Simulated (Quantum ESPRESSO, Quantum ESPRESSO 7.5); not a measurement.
## Al(100), 5 layers: vacuum convergence

Which setting serves for Al(100), 5 layers? The runs below step through one kind of setting.

Main program and level: Quantum ESPRESSO 7.5; plane-wave DFT, PBE, PseudoDojo norm-conserving pseudopotentials.

## 1. Starting point

The cell holds 5 atoms: 5 Al. Cell: a = 2.864 Å, b = 2.864 Å, c = 32.100 Å, α = 90.0°, β = 90.0°, γ = 90.0°. It derives from Al. Vacuum lies along c.

## 2. Ground state: 24 Å of vacuum

The first run is the reference of the series.

c0.in

```
&control
  prefix = 'c0'
  outdir = './out'
  pseudo_dir = './pseudo'
  calculation = 'scf'
  tprnfor = .true.
/
&system
  ibrav = 0
  nat = 5
  ntyp = 1
  ecutwfc = 32
  ecutrho = 128
  occupations = 'smearing'
  smearing = 'mv'
  degauss = 0.02
/
&electrons
  conv_thr = 1e-07
  mixing_beta = 0.4
  electron_maxstep = 120
  mixing_mode = 'local-TF'
/
ATOMIC_SPECIES
  Al  26.9815  Al.dojo-sr-pbe-0.4.1-standard.upf
CELL_PARAMETERS angstrom
  2.86378246380552 0.00000000000000 0.00000000000000
  0.00000000000000 2.86378246380552 0.00000000000000
  0.00000000000000 0.00000000000000 32.10000000000000
ATOMIC_POSITIONS crystal
  Al  0.000000000000 0.000000000000 0.373831775701
  Al  0.500000000000 0.500000000000 0.436915887850
  Al  0.000000000000 0.000000000000 0.500000000000
  Al  0.500000000000 0.500000000000 0.563084112150
  Al  0.000000000000 0.000000000000 0.626168224299
K_POINTS automatic
  8 8 1 0 0 0
```

The run is started by

```
$ OMP_NUM_THREADS=1 mpirun -n 4 pw.x -nk 4 -in c0.in > c0.out
```

Log:

```text
Program PWSCF v.7.5 starts
[citation notice left out]

     Parallel version (MPI & OpenMP), running on       4 processor cores
     Number of MPI processes:                 4
     Threads/MPI process:                     1

     MPI processes distributed on     1 nodes
[...]
Current dimensions of program PWSCF are:
     Max number of different atomic species (ntypx) = 10
     Max number of k-points (npk) =  40000
     Max angular momentum in pseudopotentials (lmaxx) =  4
     Message from routine setup:
     using ibrav=0 with symmetry is DISCOURAGED, use correct ibrav instead

     K-points division:     npool     =       4
     Subspace diagonalization in iterative solution of the eigenvalue problem:
     a serial algorithm will be used

     G-vector sticks info
     --------------------
     sticks:   dense  smooth     PW     G-vecs:    dense   smooth      PW
     Sum         293     293     97                43511    43511    8205

     Using Slab Decomposition

     bravais-lattice index     =            0
     lattice parameter (alat)  =       5.4118  a.u.
     unit-cell volume          =    1776.5674 (a.u.)^3
     number of atoms/cell      =            5
     number of atomic types    =            1
     number of electrons       =        15.00
     number of Kohn-Sham states=           12
     kinetic-energy cutoff     =      32.0000  Ry
     charge density cutoff     =     128.0000  Ry
     scf convergence threshold =      1.0E-07
     mixing beta               =       0.4000
     number of iterations used =            8  local-TF  mixing
     Exchange-correlation= PBE
                           (   1   4   3   4   0   0   0)

     celldm(1)=   5.411765  celldm(2)=   0.000000  celldm(3)=   0.000000
     celldm(4)=   0.000000  celldm(5)=   0.000000  celldm(6)=   0.000000

     crystal axes: (cart. coord. in units of alat)
               a(1) = (   1.000000   0.000000   0.000000 )
               a(2) = (   0.000000   1.000000   0.000000 )
               a(3) = (   0.000000   0.000000  11.208952 )

     reciprocal axes: (cart. coord. in units 2 pi/alat)
               b(1) = (  1.000000  0.000000  0.000000 )
               b(2) = (  0.000000  1.000000  0.000000 )
               b(3) = (  0.000000  0.000000  0.089214 )

     PseudoPot. # 1 for Al read from file:
     ./pseudo/Al.dojo-sr-pbe-0.4.1-standard.upf
     Pseudo is Norm-conserving + core correction, Zval =  3.0
     Generated using ONCVPSP code by D. R. Hamann
     Using radial grid of 1876 points,  6 beta functions with:
                l(1) =   0
                l(2) =   0
                l(3) =   1
                l(4) =   1
                l(5) =   2
                l(6) =   2

     atomic species   valence    mass     pseudopotential
     Al                3.00    26.98150     Al( 1.00)

     16 Sym. Ops., with inversion, found

   Cartesian axes

     site n.     atom                  positions (alat units)
         1        Al     tau(   1) = (   0.0000000   0.0000000   4.1902624  )
         2        Al     tau(   2) = (   0.5000000   0.5000000   4.8973692  )
         3        Al     tau(   3) = (   0.0000000   0.0000000   5.6044760  )
         4        Al     tau(   4) = (   0.5000000   0.5000000   6.3115828  )
         5        Al     tau(   5) = (   0.0000000   0.0000000   7.0186895  )

     number of k points=    15  Marzari-Vanderbilt smearing, width (Ry)=  0.0200
                       cart. coord. in units 2pi/alat
        k(    1) = (   0.0000000   0.0000000   0.0000000), wk =   0.0312500
        k(    2) = (   0.0000000   0.1250000   0.0000000), wk =   0.1250000
        k(    3) = (   0.0000000   0.2500000   0.0000000), wk =   0.1250000
        k(    4) = (   0.0000000   0.3750000   0.0000000), wk =   0.1250000
        k(    5) = (   0.0000000  -0.5000000   0.0000000), wk =   0.0625000
        k(    6) = (   0.1250000   0.1250000   0.0000000), wk =   0.1250000
        k(    7) = (   0.1250000   0.2500000   0.0000000), wk =   0.2500000
        k(    8) = (   0.1250000   0.3750000   0.0000000), wk =   0.2500000
        k(    9) = (   0.1250000  -0.5000000   0.0000000), wk =   0.1250000
        k(   10) = (   0.2500000   0.2500000   0.0000000), wk =   0.1250000
[...]
k(   15) = (  -0.5000000  -0.5000000   0.0000000), wk =   0.0312500

     Dense  grid:    43511 G-vectors     FFT dimensions: (  20,  20, 225)

     Estimated max dynamical RAM per process >      56.22 MB

     Estimated total dynamical RAM >     193.03 MB

     Initial potential from superposition of free atoms

     starting charge      14.9878, renormalised to      15.0000

     negative rho (up, down):  4.368E-05 0.000E+00
     Starting wfcs are   20 randomized atomic wfcs

     total cpu time spent up to now is        0.3 secs

     per-process dynamical memory:    32.2 Mb

     Self-consistent Calculation

     iteration #  1     ecut=    32.00 Ry     beta= 0.40
     Davidson diagonalization with overlap
     ethr =  1.00E-02,  avg # of iterations =  3.7

     negative rho (up, down):  2.702E-08 0.000E+00

     total cpu time spent up to now is        0.8 secs

     total energy              =     -23.11739075 Ry
     estimated scf accuracy    <       0.36325850 Ry

     iteration #  2     ecut=    32.00 Ry     beta= 0.40
[...]
total energy              =     -23.08224414 Ry
     estimated scf accuracy    <       0.21608893 Ry

     iteration #  3     ecut=    32.00 Ry     beta= 0.40
[...]
total energy              =     -23.10338013 Ry
     estimated scf accuracy    <       0.01199799 Ry

     iteration #  4     ecut=    32.00 Ry     beta= 0.40
[...]
total energy              =     -23.10341260 Ry
     estimated scf accuracy    <       0.00965537 Ry

     iteration #  5     ecut=    32.00 Ry     beta= 0.40
[...]
total energy              =     -23.10409827 Ry
     estimated scf accuracy    <       0.01160072 Ry

     iteration #  6     ecut=    32.00 Ry     beta= 0.40
[...]
total energy              =     -23.10393033 Ry
     estimated scf accuracy    <       0.01261720 Ry

     iteration #  7     ecut=    32.00 Ry     beta= 0.40
[...]
negative rho (up, down):  2.149E-03 0.000E+00

[...]
total energy              =     -23.10218826 Ry
     estimated scf accuracy    <       0.01139449 Ry

     iteration #  8     ecut=    32.00 Ry     beta= 0.40
[...]
negative rho (up, down):  2.792E-03 0.000E+00

[...]
total energy              =     -23.10288243 Ry
     estimated scf accuracy    <       0.00154274 Ry

     iteration #  9     ecut=    32.00 Ry     beta= 0.40
[...]
c_bands:  2 eigenvalues not converged
     c_bands:  1 eigenvalues not converged
[...]
negative rho (up, down):  1.039E-02 0.000E+00

[...]
total energy              =     -23.10238327 Ry
     estimated scf accuracy    <       0.00118098 Ry

     iteration # 10     ecut=    32.00 Ry     beta= 0.40
[...]
negative rho (up, down):  1.039E-02 0.000E+00

[...]
total energy              =     -23.10273971 Ry
     estimated scf accuracy    <       0.00219310 Ry

     iteration # 11     ecut=    32.00 Ry     beta= 0.40
[...]
negative rho (up, down):  4.863E-03 0.000E+00

[...]
total energy              =     -23.10239717 Ry
     estimated scf accuracy    <       0.00145635 Ry

     iteration # 12     ecut=    32.00 Ry     beta= 0.40
[...]
negative rho (up, down):  3.221E-03 0.000E+00

[...]
total energy              =     -23.10256612 Ry
     estimated scf accuracy    <       0.00008278 Ry

     iteration # 13     ecut=    32.00 Ry     beta= 0.40
[...]
negative rho (up, down):  8.992E-04 0.000E+00

[...]
total energy              =     -23.10261260 Ry
     estimated scf accuracy    <       0.00019268 Ry

     iteration # 14     ecut=    32.00 Ry     beta= 0.40
[...]
negative rho (up, down):  1.029E-03 0.000E+00

[...]
total energy              =     -23.10260268 Ry
     estimated scf accuracy    <       0.00006407 Ry

     iteration # 15     ecut=    32.00 Ry     beta= 0.40
[...]
negative rho (up, down):  2.542E-04 0.000E+00

[...]
total energy              =     -23.10259865 Ry
     estimated scf accuracy    <       0.00000556 Ry

     iteration # 16     ecut=    32.00 Ry     beta= 0.40
[...]
negative rho (up, down):  6.706E-06 0.000E+00

[...]
total energy              =     -23.10260000 Ry
     estimated scf accuracy    <       0.00001269 Ry

     iteration # 17     ecut=    32.00 Ry     beta= 0.40
[...]
negative rho (up, down):  2.768E-05 0.000E+00

[...]
total energy              =     -23.10260053 Ry
     estimated scf accuracy    <       0.00000114 Ry

     iteration # 18     ecut=    32.00 Ry     beta= 0.40
[...]
negative rho (up, down):  1.797E-05 0.000E+00

[...]
total energy              =     -23.10260055 Ry
     estimated scf accuracy    <       0.00000016 Ry

     iteration # 19     ecut=    32.00 Ry     beta= 0.40
[...]
End of self-consistent calculation

          k = 0.0000 0.0000 0.0000 (  5361 PWs)   bands (ev):

   -11.1718 -10.2641  -8.7625  -6.8067  -4.3535  -2.4927   0.6073   2.6614
     3.5687   3.9826   4.0730   5.0669

          k = 0.0000 0.1250 0.0000 (  5353 PWs)   bands (ev):

   -10.8906  -9.9844  -8.4851  -6.5320  -4.0805  -2.2316   0.8493   1.9860
     2.7116   3.0141   3.8528   4.2673

          k = 0.0000 0.2500 0.0000 (  5424 PWs)   bands (ev):

   -10.0502  -9.1486  -7.6563  -5.7114  -3.2698  -1.4572  -1.3819  -0.5159
     0.8910   1.7298   2.7832   3.7892

          k = 0.0000 0.3750 0.0000 (  5476 PWs)   bands (ev):

    -8.6603  -7.7663  -6.2862  -4.3567  -4.2994  -3.4250  -2.1076  -1.7835
    -0.3570   0.1580   2.2732   3.2033

          k = 0.0000-0.5000 0.0000 (  5434 PWs)   bands (ev):

    -6.7544  -6.7192  -5.9237  -5.7773  -4.3951  -4.3771  -2.6390  -2.3081
    -0.3823   0.3600   1.3431   2.1979

          k = 0.1250 0.1250 0.0000 (  5375 PWs)   bands (ev):

   -10.6100  -9.7052  -8.2083  -6.2578  -3.8083  -1.9703   1.1063   1.6603
     2.4932   3.1511   3.1729   3.8885

[...]
the Fermi energy is    -0.3309 ev

!    total energy              =     -23.10260051 Ry
     estimated scf accuracy    <       0.00000003 Ry
     smearing contrib. (-TS)   =      -0.00226784 Ry
     internal energy E=F+TS    =     -23.10033267 Ry

     The total energy is F=E-TS. E is the sum of the following terms:
     one-electron contribution =    -442.74382545 Ry
     hartree contribution      =     224.13970177 Ry
     xc contribution           =     -10.59828191 Ry
     ewald contribution        =     206.10207293 Ry

     convergence has been achieved in  19 iterations

     Forces acting on atoms (cartesian axes, Ry/au):

     atom    1 type  1   force =     0.00000000    0.00000000   -0.00018414
     atom    2 type  1   force =     0.00000000    0.00000000    0.00068292
     atom    3 type  1   force =     0.00000000    0.00000000    0.00000000
     atom    4 type  1   force =     0.00000000    0.00000000   -0.00068292
     atom    5 type  1   force =     0.00000000    0.00000000    0.00018414

     Total force =     0.001000     Total SCF correction =     0.000224
     SCF correction compared to forces is large: reduce conv_thr to get better values

[...]
=------------------------------------------------------------------------------=
   JOB DONE.
=------------------------------------------------------------------------------=
```

It took 8.5 s on 4 MPI ranks of Arm Neoverse V2, shared host; peak memory 0.3 GiB; 34 s of CPU time.

This step gave:

| Item | Value |
| --- | --- |
| free energy | -314.3269 eV |
| Fermi energy | -0.3309 eV |

The program's own clock; routines nest. Time by routine:

```csv
routine,wall time (s),calls
PWSCF,7.99,1
electrons,7.6,1
c_bands,4.42,19
cegterg,3.44,76
h_psi,2.92,380
mix_rho,2.11,19
vloc_psi,1.85,380
fftw,1.85,5804
ffts,0.89,1375
sum_band,0.57,19
calbec,0.55,396
add_vuspsi,0.54,380
h_psi:calbec,0.52,380
v_of_rho,0.39,20
```

The run needed 19 iterations to bring the estimated error under 1e-07 Ry; the largest force on any atom, held or free, is 0.02 eV/Å.

## 3. Electrostatic potential

plot_num = 11 writes the bare and Hartree potential. It leaves out exchange and correlation, which fade slowly, so it flattens close to the surface.

c0.pot.in

```
&inputpp
  prefix = 'c0'
  outdir = './out'
  filplot = 'c0.pot.dat'
  plot_num = 11
/
```

The run is started by

```
$ OMP_NUM_THREADS=1 mpirun -n 4 pp.x -in c0.pot.in > c0.pot.out
```

Log:

```text
[banner, memory and clock lines left out]
Program POST-PROC v.7.5 starts

          URL

     ./out/c0.save/

     IMPORTANT: XC functional enforced from input :
     Exchange-correlation= PBE
                           (   1   4   3   4   0   0   0)
     Any further DFT definition will be discarded
     Please, verify this is what you really want

     Calling punch_plot, plot_num =  11
     Writing data to file  c0.pot.dat
     Message from routine chdens:
     namelist plot not found or invalid, exiting
```

Run time: 0.64 s. Hardware: 4 MPI ranks; peak memory 0.09 GiB.

Numbers from this step:

```
potential in the middle of the vacuum, over the Fermi level : 4.200 eV
```

The potential energy, planar mean oscillates, so the rows of the table below give means over windows of 2 Å about each position, cut where the curve ends. Its maxima inside the range that stand out by 2 % of the span (Å: eV): 13.0: -2.09, 15.0: -2.14, 17.1: -2.14, 19.1: -2.09. Its minima: 12.0: -12.4, 14.0: -12.5, 16.1: -12.3, 18.1: -12.5, 20.1: -12.4.

Electrostatic potential energy of an electron; zero at the Fermi level. Table of potential energy, planar mean by z; means over each step:

| z (Å) | potential energy, planar mean (eV) |
| --- | --- |
| 1.00 | 4.20 |
| 3.00 | 4.20 |
| 5.00 | 4.20 |
| 7.00 | 4.20 |
| 9.00 | 4.14 |
| 11.00 | -1.75 |
| 13.00 | -6.85 |
| 15.00 | -6.87 |
| 17.00 | -6.87 |
| 19.00 | -6.86 |
| 21.00 | -2.54 |
| 23.00 | 4.12 |
| 25.00 | 4.20 |
| 27.00 | 4.20 |
| 29.00 | 4.20 |
| 31.00 | 4.20 |

Inside the slab this potential holds the local part of the pseudopotentials, which can be repulsive at the nuclei; only its value in the vacuum has a meaning of its own.

## 4. SCF with pw.x: 18 Å of vacuum

c2.in

```
&control
  prefix = 'c2'
  outdir = './out'
  pseudo_dir = './pseudo'
  calculation = 'scf'
  tprnfor = .true.
/
&system
  ibrav = 0
  nat = 5
  ntyp = 1
  ecutwfc = 32
  ecutrho = 128
  occupations = 'smearing'
  smearing = 'mv'
  degauss = 0.02
/
&electrons
  conv_thr = 1e-07
  mixing_beta = 0.4
  electron_maxstep = 120
  mixing_mode = 'local-TF'
/
ATOMIC_SPECIES
  Al  26.9815  Al.dojo-sr-pbe-0.4.1-standard.upf
CELL_PARAMETERS angstrom
  2.86378246380552 0.00000000000000 0.00000000000000
  0.00000000000000 2.86378246380552 0.00000000000000
  0.00000000000000 0.00000000000000 26.10000000000000
ATOMIC_POSITIONS crystal
  Al  0.000000000000 0.000000000000 0.344827586207
  Al  0.500000000000 0.500000000000 0.422413793103
  Al  0.000000000000 0.000000000000 0.500000000000
  Al  0.500000000000 0.500000000000 0.577586206897
  Al  0.000000000000 0.000000000000 0.655172413793
K_POINTS automatic
  8 8 1 0 0 0
```

The run is started by

```
$ OMP_NUM_THREADS=1 mpirun -n 4 pw.x -nk 4 -in c2.in > c2.out
```

Log:

```text
[banner, memory and clock lines left out]
Program PWSCF v.7.5 starts
[...]
Message from routine setup:
[...]
number of electrons       =        15.00
     number of Kohn-Sham states=           12
     kinetic-energy cutoff     =      32.0000  Ry
     charge density cutoff     =     128.0000  Ry
[...]
number of k points=    15  Marzari-Vanderbilt smearing, width (Ry)=  0.0200
[...]
Dense  grid:    35333 G-vectors     FFT dimensions: (  20,  20, 180)
[...]
negative rho (up, down):  2.664E-05 0.000E+00
     Starting wfcs are   20 randomized atomic wfcs
[...]
estimated scf accuracy    <       0.36326662 Ry
[...]
estimated scf accuracy    <       0.21627821 Ry
[...]
estimated scf accuracy    <       0.01199012 Ry
[...]
estimated scf accuracy    <       0.00966199 Ry
[...]
estimated scf accuracy    <       0.01120609 Ry
[...]
estimated scf accuracy    <       0.01199319 Ry
[...]
negative rho (up, down):  3.085E-03 0.000E+00
[...]
estimated scf accuracy    <       0.01129791 Ry
[...]
negative rho (up, down):  4.105E-03 0.000E+00
[...]
estimated scf accuracy    <       0.00179200 Ry
[...]
negative rho (up, down):  5.024E-03 0.000E+00
[...]
estimated scf accuracy    <       0.00167957 Ry
[...]
negative rho (up, down):  5.079E-03 0.000E+00
[...]
estimated scf accuracy    <       0.00119318 Ry
[...]
negative rho (up, down):  7.824E-04 0.000E+00
[...]
estimated scf accuracy    <       0.00105893 Ry
[...]
negative rho (up, down):  6.602E-04 0.000E+00
[...]
estimated scf accuracy    <       0.00013668 Ry
[...]
negative rho (up, down):  3.019E-05 0.000E+00
[...]
estimated scf accuracy    <       0.00006671 Ry
[...]
negative rho (up, down):  9.496E-05 0.000E+00
[...]
estimated scf accuracy    <       0.00000649 Ry
[...]
negative rho (up, down):  3.995E-05 0.000E+00
[...]
estimated scf accuracy    <       0.00000172 Ry
[...]
negative rho (up, down):  4.167E-06 0.000E+00
[...]
estimated scf accuracy    <       0.00000099 Ry
[...]
the Fermi energy is     0.5586 ev
!    total energy              =     -23.10259859 Ry
     estimated scf accuracy    <       0.00000003 Ry
     smearing contrib. (-TS)   =      -0.00226927 Ry
     internal energy E=F+TS    =     -23.10032931 Ry
[...]
one-electron contribution =    -282.72079931 Ry
     hartree contribution      =     144.62013235 Ry
     xc contribution           =     -10.59829534 Ry
     ewald contribution        =     125.59863298 Ry
     convergence has been achieved in  17 iterations
[...]
Total force =     0.000984     Total SCF correction =     0.000206
[...]
```

The job ended after 6.1 s (4 MPI ranks; peak memory 0.27 GiB).

Read from the output:

- Fermi energy: 0.5586 eV

The program's own clock; routines nest. Time by routine:

```csv
routine,wall time (s),calls
PWSCF,5.57,1
electrons,5.22,1
c_bands,2.91,17
cegterg,2.18,68
h_psi,1.88,283
mix_rho,1.53,17
vloc_psi,1.18,283
fftw,1.17,4852
ffts,0.61,1277
sum_band,0.4,17
calbec,0.36,299
add_vuspsi,0.35,283
h_psi:calbec,0.33,283
v_of_rho,0.3,18
```

## 5. Potential by pp.x

c2.pot.in

```
&inputpp
  prefix = 'c2'
  outdir = './out'
  filplot = 'c2.pot.dat'
  plot_num = 11
/
```

The run is started by

```
$ OMP_NUM_THREADS=1 mpirun -n 4 pp.x -in c2.pot.in > c2.pot.out
```

Elapsed: 0.64 s, on 4 MPI ranks; peak memory 0.09 GiB.

Read from the output:

```
potential in the middle of the vacuum, over the Fermi level : 4.198 eV
```

Counted from each run's own zero (the Fermi level), the vacuum level differs from the first run's by -3 meV.

(Part 1 of 2 ends here.)

[Logs are printed without paths, hosts, clocks, repeated set-up lines and the standing remarks that a program may print on its own settings, such as how far it seeks lower states.]

[Hosts, paths, dates, database ids (printed as entryN), source tags and the programs' standing remarks are cut or masked in the printed files.]

[Maps of the electrostatic potential energy from Ansatz leave out the sawtooth potential of an applied field or a dipole correction, so their vacuum need not be flat; planar profiles and work functions include it.]
